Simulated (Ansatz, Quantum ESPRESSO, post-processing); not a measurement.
# The work function of Ag(111), 5 layers, level by level, part 2 of 2

How much energy does it take to lift an electron out of Ag(111), 5 layers, and how far do the settings matter?

Quantum ESPRESSO 7.5; plane-wave DFT, PBE, GBRV ultrasoft pseudopotentials; geometry and cross-check by Ansatz 0.2.0 with PAW datasets.

So far. Step 12 (Potential by pp.x): The upper face goes from 4.530 eV (PBE, GBRV) to 4.331 eV, a change of -0.198 eV.

## (13) Ground state: PBE, PseudoDojo norm-conserving

Level of this step: plane-wave DFT, PBE, PseudoDojo norm-conserving pseudopotentials (Quantum ESPRESSO 7.5).

File dojo-pbe.in:

```
&control
  prefix = 'dojo-pbe'
  outdir = './out'
  pseudo_dir = './pseudo'
  calculation = 'scf'
  tprnfor = .true.
/
&system
  ibrav = 0
  nat = 5
  ntyp = 1
  ecutwfc = 74
  ecutrho = 296
  occupations = 'smearing'
  smearing = 'mv'
  degauss = 0.02
/
&electrons
  conv_thr = 1e-07
  mixing_beta = 0.4
  electron_maxstep = 120
  mixing_mode = 'local-TF'
/
ATOMIC_SPECIES
  Ag  107.8682  Ag.dojo-sr-pbe-0.4.1-standard.upf
CELL_PARAMETERS angstrom
  2.89206673507891 0.00000000002887 0.00000000000000
  1.44603336751446 2.50460326203269 0.00000000000000
  0.00000000000000 0.00000000000000 25.44545040390000
ATOMIC_POSITIONS crystal
  Ag  0.666666666667 0.666666666667 0.310231324195
  Ag  -0.000000000000 0.000000000000 0.405682292935
  Ag  0.333333333333 0.333333333333 0.500000000000
  Ag  0.666666666667 0.666666666667 0.594317635494
  Ag  0.000000000000 -0.000000000000 0.689768532101
K_POINTS automatic
  12 12 1 0 0 0
```

The run is started by

```
OMP_NUM_THREADS=1 mpirun -n 4 pw.x -nk 4 -in dojo-pbe.in > dojo-pbe.out
```

Wall time 75 s (4 MPI ranks of Arm Neoverse V2, shared host); peak memory 0.88 GiB.

Read from the output:

```
free energy  : -21090.6193 eV
Fermi energy : 5.648 eV
```

## (14) Electrostatic potential

File dojo-pbe.pot.in:

```
&inputpp
  prefix = 'dojo-pbe'
  outdir = './out'
  filplot = 'dojo-pbe.pot.dat'
  plot_num = 11
/
```

The run is started by

```
OMP_NUM_THREADS=1 mpirun -n 4 pp.x -in dojo-pbe.pot.in > dojo-pbe.pot.out
```

The job ended after 0.71 s (4 MPI ranks; peak memory 0.11 GiB).

Read from the output:

```
work function of the upper face                                       : 4.513 eV
slope of the potential above                                          : 3.35e-4 eV/Å
upper vacuum line continued to the top atoms, over the Fermi level    : 4.511 eV
work function of the lower face                                       : 4.513 eV
slope of the potential below                                          : -1.26e-4 eV/Å
lower vacuum line continued to the bottom atoms, over the Fermi level : 4.513 eV
```

The upper face goes from 4.530 eV (PBE, GBRV) to 4.513 eV, a change of -0.017 eV, a small one, from the pseudopotentials and their cutoffs.

## (15) All levels side by side

All levels:

```csv
level,upper face (eV),lower face (eV),dipole (e Å),CPU time (s)
"QE PBE GBRV, periodic",4.53,4.53,-,160.4
"QE PBE GBRV, ESM bc1",4.528,4.53,-,456.3
"QE revPBE GBRV ultrasoft, periodic",4.369,4.369,-,164.5
"QE RPBE GBRV ultrasoft, periodic",4.331,4.332,-,167
"QE PBE PseudoDojo norm-conserving, periodic",4.513,4.513,-,299.6
"Ansatz PBE PAW, sawtooth (time of the whole relaxation)",4.52,4.52,-2.29e-6,45.91
```

The times are CPU seconds on a shared host; the codes use unlike cutoffs, datasets and smearings, so their times compare unlike work.

## (16) Ground state, with K_POINTS = [16, 16, 1], mixing_beta = 0.7 and electron_maxstep = 60

How much does a setting matter? One run is repeated with a change.

Level of this step: plane-wave DFT, PBE, GBRV ultrasoft pseudopotentials (Quantum ESPRESSO 7.5).

File esm.w0.in:

```
&control
  prefix = 'esm.w0'
  outdir = './out'
  pseudo_dir = './pseudo'
  calculation = 'scf'
  tprnfor = .true.
/
&system
  ibrav = 0
  nat = 5
  ntyp = 1
  ecutwfc = 40
  ecutrho = 200
  occupations = 'smearing'
  smearing = 'mv'
  degauss = 0.02
  assume_isolated = 'esm'
  esm_bc = 'bc1'
/
&electrons
  conv_thr = 1e-07
  mixing_beta = 0.7
  electron_maxstep = 60
  mixing_mode = 'local-TF'
/
ATOMIC_SPECIES
  Ag  107.8682  ag_pbe_v1.4.uspp.F.UPF
CELL_PARAMETERS angstrom
  2.89206673507891 0.00000000002887 0.00000000000000
  1.44603336751446 2.50460326203269 0.00000000000000
  0.00000000000000 0.00000000000000 25.44545040390000
ATOMIC_POSITIONS crystal
  Ag  0.666666666667 0.666666666667 -0.189768603953
  Ag  -0.000000000000 0.000000000000 -0.094317635214
  Ag  0.333333333333 0.333333333333 0.000000071852
  Ag  0.666666666667 0.666666666667 0.094317707345
  Ag  0.000000000000 -0.000000000000 0.189768603953
K_POINTS automatic
  16 16 1 0 0 0
```

The run is started by

```
OMP_NUM_THREADS=1 mpirun -n 4 pw.x -nk 4 -in esm.w0.in > esm.w0.out
```

Elapsed: 2.1 min, on 4 MPI ranks; peak memory 0.63 GiB.

Beside the run it was changed from:

```csv
quantity,this run,unchanged run,difference
"vacuum line at the upper end of the cell, over the Fermi level (eV)",4.505,4.528,-0.023
"vacuum line at the lower end of the cell, over the Fermi level (eV)",4.507,4.530,-0.023
free energy (eV),-20109.96,-20109.94,-0.017
wall time (s),124,114,
SCF iterations,18,25,
```

The free energy moves by -3.4 meV an atom.

Levels move by up to 23 meV, a modest change.

## (17) Worked from the printed numbers

In the first self-consistent run, on its own zero, the Fermi level is 5.613 eV and the upper vacuum level 10.143 eV: φ = 10.143 − (5.613) = 4.530 eV.

## (18) Outcome

| Property | Result |
| --- | --- |
| work function of the upper face, PBE, GBRV | 4.53 eV |
| work function of the lower face, PBE, GBRV | 4.53 eV |
| upper face by ESM | 4.53 eV |
| upper face by Ansatz | 4.52 eV |

**Reading.** At the first level (PBE, GBRV ultrasoft) the work function comes to 4.53 eV on both faces. ESM differs from the periodic treatment by -2 meV on the upper face and -0 meV on the lower. Over the levels tried the upper face spans 4.33 eV (QE RPBE GBRV ultrasoft, periodic) to 4.53 eV (QE PBE GBRV, periodic). Quantum ESPRESSO and Ansatz give 4.53 and 4.52 eV for the upper face, which agree. Ansatz ran with Fermi-Dirac smearing of 0.1 eV against cold smearing of 0.02 Ry, which alone can move a level by some tens of meV. With 12×12 points and so few layers the values hold to some 0.05 to 0.1 eV. The slab is cut at a tabulated measured bulk lattice constant, given to two decimals.

Calculation against experiment:

| quantity | measured | QE PBE GBRV | QE PBE GBRV, ESM bc1 | QE revPBE GBRV | QE RPBE GBRV | QE PBE PseudoDojo | Ansatz PBE PAW |
| --- | --- | --- | --- | --- | --- | --- | --- |
| work function (clean (111) face) (eV) | 4.53 | 4.53 (-0.00 eV) | 4.53 (-0.00 eV) | 4.37 (-0.16 eV) | 4.33 (-0.20 eV) | 4.51 (-0.02 eV) | 4.52 (-0.01 eV) |

Measured values from arxiv:1902.07811 (2019).

How well it matches: For the work function, of the levels listed nearest comes QE PBE GBRV (-0.00 eV, good agreement) and farthest QE RPBE GBRV (-0.20 eV, fair agreement). The grades are ours: good and fair within 3 and 7 % for the work function. Other measurements of the same face can differ from the value quoted by 0.1 to 0.2 eV.

[Logs are printed without paths, hosts, clocks, repeated set-up lines and the standing remarks that a program may print on its own settings, such as how far it seeks lower states.]

[Hosts, paths, dates, database ids (printed as entryN), source tags and the programs' standing remarks are cut or masked in the printed files.]

[Maps of the electrostatic potential energy from Ansatz leave out the sawtooth potential of an applied field or a dipole correction, so their vacuum need not be flat; planar profiles and work functions include it.]
